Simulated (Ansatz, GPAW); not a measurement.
# A 5-layer slab of Ca(110) in an electric field, part 2 of 2

Wanted: the out-of-plane polarisability of a 5-layer slab of Ca(110).

GPAW 26.7.0 and Ansatz 0.2.0; Ansatz plane waves; slab in vacuum with a dipole correction, relaxation (the session's first sound run).

So far, dipole along the normal (e·Å): step 2 (relaxation) -7.6e-4.

## Step 3: Plane waves, PBE

The work function is the vacuum plateau of the electrostatic potential less the Fermi level; a dipole layer lets the two faces have plateaus of their own.

This step: GPAW, PAW setups; slab in vacuum (GPAW 26.7.0).

Input file run.py:

```python
import json
import numpy as np
from ase import Atoms
from gpaw import GPAW, PW

slab = Atoms(
    ['Ca', 'Ca', 'Ca', 'Ca', 'Ca'],
    positions=[
        [0.00000, 0.00000, 8.00000],
        [2.79000, 1.97283, 9.97283],
        [0.00000, -0.00000, 11.86398],
        [2.79000, 1.97283, 13.79910],
        [0.00000, -0.00000, 15.67288]],
    cell=[[5.58, 0.0, 0.0], [0.0, 3.94566, 0.0], [0.0, 0.0, 23.89131]],
    pbc=[True, True, False])

slab.calc = GPAW(mode=PW(400), xc='PBE', kpts={'size': (6, 8, 1), 'gamma': True},
                 occupations={'name': 'fermi-dirac', 'width': 0.1}, nbands='140%',
                 convergence={'density': 1e-05}, maxiter=200,
                 poissonsolver={'dipolelayer': 'xy'},
                 symmetry={'tolerance': 1e-3}, txt='slab.txt')
result = {}
energy = slab.get_potential_energy()
fermi = slab.calc.get_fermi_level()
v = slab.calc.get_electrostatic_potential().mean((0, 1)) - fermi
n = slab.calc.get_pseudo_density().mean((0, 1))
L = slab.cell[2, 2]
z = np.arange(len(v)) * L / len(v)
low, high = slab.positions[:, 2].min(), slab.positions[:, 2].max()
below, above = np.interp([low - 5.8, high + 5.8], z, v)
slopes = [np.interp(x, z, np.gradient(v, z)) for x in (low - 5.8, high + 5.8)]
eps = np.array([[slab.calc.get_eigenvalues(k, s) for k in range(len(slab.calc.get_ibz_k_points()))]
                for s in range(slab.calc.get_number_of_spins())]) - fermi
top, bottom = eps[eps < 0].max(), eps[eps > 0].min()
dipole = slab.get_dipole_moment()[2]
print(f'energy {energy:.4f} eV, Fermi level {fermi:.4f} eV, dipole {dipole:.5f} e A')
print(f'potential 5.8 A off the faces, from the Fermi level: lower {below:.4f} eV, upper {above:.4f} eV')
print(f'slope of the potential there: lower {slopes[0]:.5f}, upper {slopes[1]:.5f} eV/A')
print(f'nearest levels on the mesh: {top:.4f} and {bottom:.4f} eV')
print('magnetic moment', round(slab.get_magnetic_moment(), 3))
result.update(energy=energy, fermi=fermi, dipole=dipole, below=below, above=above, slopes=slopes, edges=[top, bottom],
              z=z.tolist(), v=v.tolist(), n=n.tolist(), positions=slab.positions.tolist(),
              forces=slab.get_forces(apply_constraint=False).tolist(), moments=slab.get_magnetic_moments().tolist())
json.dump(result, open('result.json', 'w'))
```

On the command line:

```bash
$ OMP_NUM_THREADS=1 OPENBLAS_NUM_THREADS=1 python run.py
```

Output:

```text
energy -8.5923 eV, Fermi level -0.2441 eV, dipole -0.00089 e A
potential 5.8 A off the faces, from the Fermi level: lower 2.8262 eV, upper 2.8334 eV
slope of the potential there: lower -0.00071, upper 0.00067 eV/A
nearest levels on the mesh: -0.0090 and 0.0222 eV
magnetic moment 0.0
```

Run time: 2.8 min. Hardware: 1 thread of Intel Xeon Platinum 8488C (Sapphire Rapids), shared host; peak memory 0.37 GiB.

Numbers from this step:

```yaml
dipole_along_the_normal: -8.94e-4 e·Å
levels_nearest_the_fermi_level_on_the_mesh: -0.009048, 0.02219 eV from the Fermi level
upper_work_function: 2.833 eV
lower_work_function: 2.826 eV
```

The electrostatic potential energy of an electron (without an applied field's), less the Fermi level, planar mean oscillates, so the rows of the table below give means over windows of 1.92 Å about each position, cut where the curve ends. Its maxima inside the range that stand out by 2 % of the span (Å: eV): 9.0: -0.991, 10.9: -1.17, 12.8: -0.957, 14.7: -1.38. Its minima: 8.0: -6.50, 10.0: -6.16, 11.8: -6.28, 13.8: -6.19, 15.7: -6.54.

The electrostatic potential energy of an electron (without an applied field's), less the Fermi level, planar mean by z; means over each step:

| z (Å) | electrostatic potential energy of an electron (without an applied field's), less the Fermi level, planar mean (eV) |
| --- | --- |
| 0.96 | 2.83 |
| 2.88 | 2.82 |
| 4.80 | 2.74 |
| 6.72 | 0.660 |
| 8.64 | -3.31 |
| 10.56 | -3.38 |
| 12.48 | -3.26 |
| 14.40 | -3.55 |
| 16.32 | -2.01 |
| 18.24 | 2.58 |
| 20.16 | 2.83 |
| 22.08 | 2.83 |

The pseudo valence density, planar mean by z:

z (Å), pseudo valence density, planar mean (e/Å³) and a bar:
```
     0.00      0.000 
     0.64      0.000 
     1.28      0.000 
     1.92      0.000 
     2.56      0.000 
     3.20      0.000 
     3.84      0.000 
     4.48      0.001 
     5.12      0.002 
     5.76      0.005 
     6.40      0.012 #
     7.04      0.041 ####
     7.68      0.289 ##########################
     8.32      0.295 ##########################
     8.96      0.081 #######
     9.60      0.270 ########################
    10.24      0.339 ##############################
    10.88      0.090 ########
    11.52      0.287 #########################
    12.16      0.319 ############################
    12.80      0.085 ########
    13.44      0.278 #########################
    14.08      0.333 #############################
    14.72      0.093 ########
    15.36      0.301 ###########################
    16.00      0.286 #########################
    16.64      0.041 ####
    17.28      0.012 #
    17.92      0.005 
    18.56      0.002 
    19.20      0.001 
    19.84      0.000 
    20.48      0.000 
    21.12      0.000 
    21.76      0.000 
    22.40      0.000 
    23.04      0.000 
    23.68      0.000
```

Force by atom:

```
atom  x (eV/Å)  y (eV/Å)  z (eV/Å)    size
 Ca1    0.0000    0.0000    0.0738  0.0738
 Ca2    0.0000    0.0000   -0.0917  0.0917
 Ca3    0.0000    0.0000   -0.0042  0.0042
 Ca4    0.0000    0.0000    0.0068  0.0068
 Ca5    0.0000    0.0000    0.0153  0.0153
```

The potential is flat to 7.1e-4 eV/Å where it is read, so the vacuum is wide enough. The geometry is the other program's minimum; here the largest force on a free atom is 0.015 eV/Å.

## Step 4: Field on

A uniform field along the normal polarises the slab; the atoms stay fixed, so this is the electronic response alone.

Edit run.py of step 3 so:

```diff
@@ -4,2 +4,3 @@
 from gpaw import GPAW, PW
+from gpaw.external import ConstantElectricField
 
@@ -20,2 +21,3 @@
                  poissonsolver={'dipolelayer': 'xy'},
+                 external=ConstantElectricField(-0.2, [0, 0, 1]),
                  symmetry={'tolerance': 1e-3}, txt='slab.txt')
```

Output:

```text
energy -8.6227 eV, Fermi level -0.2420 eV, dipole -0.30346 e A
potential 5.8 A off the faces, from the Fermi level: lower 1.5792 eV, upper 4.0725 eV
slope of the potential there: lower -0.00032, upper 0.00160 eV/A
nearest levels on the mesh: -0.0093 and 0.0222 eV
magnetic moment 0.0
```

The job ended after 3.5 min (1 thread; peak memory 0.42 GiB).

Numbers from this step:

| Quantity | Value |
| --- | --- |
| dipole along the normal | -0.3035 e·Å |
| levels nearest the Fermi level on the mesh | -0.009285, 0.02221 eV from the Fermi level |
| potential below the slab, the applied field's own ramp left out | 1.579 eV from the Fermi level |
| potential above the slab, the applied field's own ramp left out | 4.073 eV from the Fermi level |

The electrostatic potential energy of an electron (without an applied field's), less the Fermi level, planar mean oscillates, so the rows of the table below give means over windows of 1.92 Å about each position, cut where the curve ends. Its maxima inside the range that stand out by 2 % of the span (Å: eV): 9.1: -1.56, 10.9: -1.39, 12.8: -0.786, 14.7: -0.828, 23.4: 4.07. Its minima: 8.0: -7.29, 9.9: -6.55, 11.8: -6.31, 13.8: -5.83, 15.7: -5.79.

Table of electrostatic potential energy of an electron (without an applied field's), less the Fermi level, planar mean by z; means over each step:

```csv
z (Å),"electrostatic potential energy of an electron (without an applied field's), less the Fermi level, planar mean (eV)"
0.96,1.70
2.88,1.58
4.80,1.52
6.72,-0.393
8.64,-3.97
10.56,-3.66
12.48,-3.15
14.40,-3.06
16.32,-1.12
18.24,3.76
20.16,4.06
22.08,4.07
```

Force by atom:

| atom | x (eV/Å) | y (eV/Å) | z (eV/Å) | size |
| --- | --- | --- | --- | --- |
| Ca1 | 0.0000 | 0.0000 | 0.0698 | 0.0698 |
| Ca2 | 0.0000 | 0.0000 | -0.0903 | 0.0903 |
| Ca3 | 0.0000 | 0.0000 | -0.0037 | 0.0037 |
| Ca4 | 0.0000 | 0.0000 | 0.0084 | 0.0084 |
| Ca5 | 0.0000 | 0.0000 | 0.0155 | 0.0155 |

The dipole is now -0.303 e Å, against -8.9e-4 in the run without a field.

## Step 5: In a field

Edit run.py of step 4 so:

```diff
@@ -21,3 +21,3 @@
                  poissonsolver={'dipolelayer': 'xy'},
-                 external=ConstantElectricField(-0.2, [0, 0, 1]),
+                 external=ConstantElectricField(-0.1, [0, 0, 1]),
                  symmetry={'tolerance': 1e-3}, txt='slab.txt')
```

Output:

```text
energy -8.5999 eV, Fermi level -0.2408 eV, dipole -0.15199 e A
potential 5.8 A off the faces, from the Fermi level: lower 2.1985 eV, upper 3.4474 eV
slope of the potential there: lower -0.00047, upper 0.00102 eV/A
nearest levels on the mesh: -0.0092 and 0.0222 eV
magnetic moment 0.0
```

The job ended after 3.1 min (1 thread; peak memory 0.41 GiB).

Numbers from this step:

```yaml
dipole_along_the_normal: -0.1520 e·Å
levels_nearest_the_fermi_level_on_the_mesh: -0.009189, 0.02218 eV from the Fermi level
potential_below_the_slab_the_applied_field_s_own_ramp_left_out: 2.198 eV from the Fermi level
potential_above_the_slab_the_applied_field_s_own_ramp_left_out: 3.447 eV from the Fermi level
```

The electrostatic potential energy of an electron (without an applied field's), less the Fermi level, planar mean oscillates, so the rows of the table below give means over windows of 1.92 Å about each position, cut where the curve ends. Its maxima inside the range that stand out by 2 % of the span (Å: eV): 9.1: -1.28, 10.9: -1.28, 12.8: -0.872, 14.7: -1.10, 23.4: 3.45. Its minima: 8.0: -6.89, 10.0: -6.35, 11.8: -6.30, 13.8: -6.01, 15.7: -6.17.

Table of electrostatic potential energy of an electron (without an applied field's), less the Fermi level, planar mean by z; means over each step:

z (Å), electrostatic potential energy of an electron (without an applied field's), less the Fermi level, planar mean (eV) and a bar from the least value:
```
     0.96       2.26 #########################
     2.88       2.20 #########################
     4.80       2.13 ########################
     6.72       0.13 ################
     8.64      -3.64 
    10.56      -3.52 #
    12.48      -3.21 ##
    14.40      -3.31 #
    16.32      -1.56 #########
    18.24       3.17 #############################
    20.16       3.44 ##############################
    22.08       3.45 ##############################
```

Force by atom:

| atom | x (eV/Å) | y (eV/Å) | z (eV/Å) | size |
| --- | --- | --- | --- | --- |
| Ca1 | 0.0000 | 0.0000 | 0.0723 | 0.0723 |
| Ca2 | 0.0000 | 0.0000 | -0.0912 | 0.0912 |
| Ca3 | 0.0000 | 0.0000 | -0.0040 | 0.0040 |
| Ca4 | 0.0000 | 0.0000 | 0.0077 | 0.0077 |
| Ca5 | 0.0000 | 0.0000 | 0.0147 | 0.0147 |

The dipole is now -0.152 e Å, against -8.9e-4 in the run without a field.

## Step 6: Field on

Edit run.py of step 5 so:

```diff
@@ -21,3 +21,3 @@
                  poissonsolver={'dipolelayer': 'xy'},
-                 external=ConstantElectricField(-0.1, [0, 0, 1]),
+                 external=ConstantElectricField(-0.05, [0, 0, 1]),
                  symmetry={'tolerance': 1e-3}, txt='slab.txt')
```

Output:

```text
energy -8.5942 eV, Fermi level -0.2419 eV, dipole -0.07641 e A
potential 5.8 A off the faces, from the Fermi level: lower 2.5112 eV, upper 3.1391 eV
slope of the potential there: lower -0.00058, upper 0.00082 eV/A
nearest levels on the mesh: -0.0091 and 0.0222 eV
magnetic moment 0.0
```

The job ended after 3.9 min (1 thread; peak memory 0.42 GiB).

## Step 7: Field on

Edit run.py of step 6 so:

```diff
@@ -21,3 +21,3 @@
                  poissonsolver={'dipolelayer': 'xy'},
-                 external=ConstantElectricField(-0.05, [0, 0, 1]),
+                 external=ConstantElectricField(0.05, [0, 0, 1]),
                  symmetry={'tolerance': 1e-3}, txt='slab.txt')
```

Output:

```text
energy -8.5941 eV, Fermi level -0.2475 eV, dipole 0.07468 e A
potential 5.8 A off the faces, from the Fermi level: lower 3.1436 eV, upper 2.5300 eV
slope of the potential there: lower -0.00086, upper 0.00054 eV/A
nearest levels on the mesh: -0.0090 and 0.0222 eV
magnetic moment 0.0
```

Run time: 3.7 min. Hardware: 1 thread; peak memory 0.42 GiB.

## Step 8: In a field

Edit run.py of step 7 so:

```diff
@@ -21,3 +21,3 @@
                  poissonsolver={'dipolelayer': 'xy'},
-                 external=ConstantElectricField(0.05, [0, 0, 1]),
+                 external=ConstantElectricField(0.1, [0, 0, 1]),
                  symmetry={'tolerance': 1e-3}, txt='slab.txt')
```

Output:

```text
energy -8.5998 eV, Fermi level -0.2520 eV, dipole 0.15027 e A
potential 5.8 A off the faces, from the Fermi level: lower 3.4635 eV, upper 2.2288 eV
slope of the potential there: lower -0.00107, upper 0.00044 eV/A
nearest levels on the mesh: -0.0089 and 0.0222 eV
magnetic moment 0.0
```

Elapsed: 3.2 min, on 1 thread; peak memory 0.42 GiB.

The dipole is now 0.150 e Å, against -8.9e-4 in the run without a field.

## Step 9: In a field

Edit run.py of step 8 so:

```diff
@@ -21,3 +21,3 @@
                  poissonsolver={'dipolelayer': 'xy'},
-                 external=ConstantElectricField(0.1, [0, 0, 1]),
+                 external=ConstantElectricField(0.2, [0, 0, 1]),
                  symmetry={'tolerance': 1e-3}, txt='slab.txt')
```

Output:

```text
energy -8.6224 eV, Fermi level -0.2644 eV, dipole 0.30174 e A
potential 5.8 A off the faces, from the Fermi level: lower 4.1119 eV, upper 1.6327 eV
slope of the potential there: lower -0.00164, upper 0.00029 eV/A
nearest levels on the mesh: -0.0087 and 0.0223 eV
magnetic moment 0.0
```

The job ended after 3.6 min (1 thread; peak memory 0.42 GiB).

The electrostatic potential energy of an electron (without an applied field's), less the Fermi level, planar mean oscillates, so the rows of the table below give means over windows of 1.92 Å about each position, cut where the curve ends. Its maxima inside the range that stand out by 2 % of the span (Å: eV): 0.5: 4.11, 9.0: -0.398, 10.9: -0.957, 12.8: -1.13, 14.7: -1.93. Its minima: 8.0: -5.71, 10.0: -5.77, 11.8: -6.26, 13.8: -6.56, 15.7: -7.29.

Table of electrostatic potential energy of an electron (without an applied field's), less the Fermi level, planar mean by z; means over each step:

z (Å), electrostatic potential energy of an electron (without an applied field's), less the Fermi level, planar mean (eV) and a bar from the least value:
```
     0.96       3.99 ##############################
     2.88       4.11 ##############################
     4.80       4.00 ##############################
     6.72       1.72 #####################
     8.64      -2.65 #####
    10.56      -3.11 ###
    12.48      -3.37 ##
    14.40      -4.04 
    16.32      -2.89 ####
    18.24       1.43 ####################
    20.16       1.63 #####################
    22.08       1.63 #####################
```

The dipole is now 0.302 e Å, against -8.9e-4 in the run without a field.

## Step 10: Field on

Edit run.py of step 9 so:

```diff
@@ -21,3 +21,3 @@
                  poissonsolver={'dipolelayer': 'xy'},
-                 external=ConstantElectricField(0.2, [0, 0, 1]),
+                 external=ConstantElectricField(0.3, [0, 0, 1]),
                  symmetry={'tolerance': 1e-3}, txt='slab.txt')
```

Output:

```text
energy -8.6601 eV, Fermi level -0.2816 eV, dipole 0.45391 e A
potential 5.8 A off the faces, from the Fermi level: lower 4.7735 eV, upper 1.0442 eV
slope of the potential there: lower -0.00260, upper 0.00021 eV/A
nearest levels on the mesh: -0.0084 and 0.0223 eV
magnetic moment 0.0
```

It took 4 min on 1 thread; peak memory 0.42 GiB.

The dipole is now 0.454 e Å, against -8.9e-4 in the run without a field.

## Step 11: The series

The members are put on one axis.

This step: induced dipole against applied field (GPAW 26.7.0).

The dipole along the normal by field:

| field (V/Å) | dipole along the normal (e·Å) |
| --- | --- |
| -0.200 | -0.303 |
| -0.100 | -0.152 |
| -0.050 | -0.0764 |
| 0.000 | -8.9e-4 |
| 0.050 | 0.0747 |
| 0.100 | 0.150 |
| 0.200 | 0.302 |
| 0.300 | 0.454 |

## Step 12: What came out

```
work function, upper and lower face            : 2.833 and 2.826 eV
dipole along the normal                        : -8.9e-4 e Å
induced dipole per field                       : 1.51 e Å per V/Å
out-of-plane polarisability per area, α/(ε0 A) : 12.4 Å
```

**Reading.** The field induces 1.51 e Å per V/Å, a polarisable thickness α/(ε0 A) of 12.4 Å beside 7.67 Å between the outermost nuclei. A perfect conductor would give the distance between its two image planes; a dielectric of thickness t gives t(1 - 1/ε). The measured value for polycrystalline Ca, which weights the faces of low work function, is 2.87 eV (as compiled in "Anisotropic work function of elemental crystals", 2019, arxiv:1902.07811); the relaxed upper face lies 0.037 eV under it with PBE. Measured work functions scatter by a tenth of an eV or more between methods. The induced dipole is linear in the field over this range. The small printed dipole stands for a step of 7.3 meV from the lower to the upper face, and the probes find 7.3 meV; values this small are near the numerical noise of both. The slab is only 7.7 Å thick between its outer nuclei, so the values belong to this film more than to the surface of the bulk metal. The in-plane lattice was kept as typed, which isn't the functional's own and leaves some strain; spin-orbit coupling and temperature are left out.

[Logs are printed without paths, hosts, clocks, repeated set-up lines and the standing remarks that a program may print on its own settings, such as how far it seeks lower states.]

[Hosts, paths, dates, database ids (printed as entryN), source tags and the programs' standing remarks are cut or masked in the printed files.]
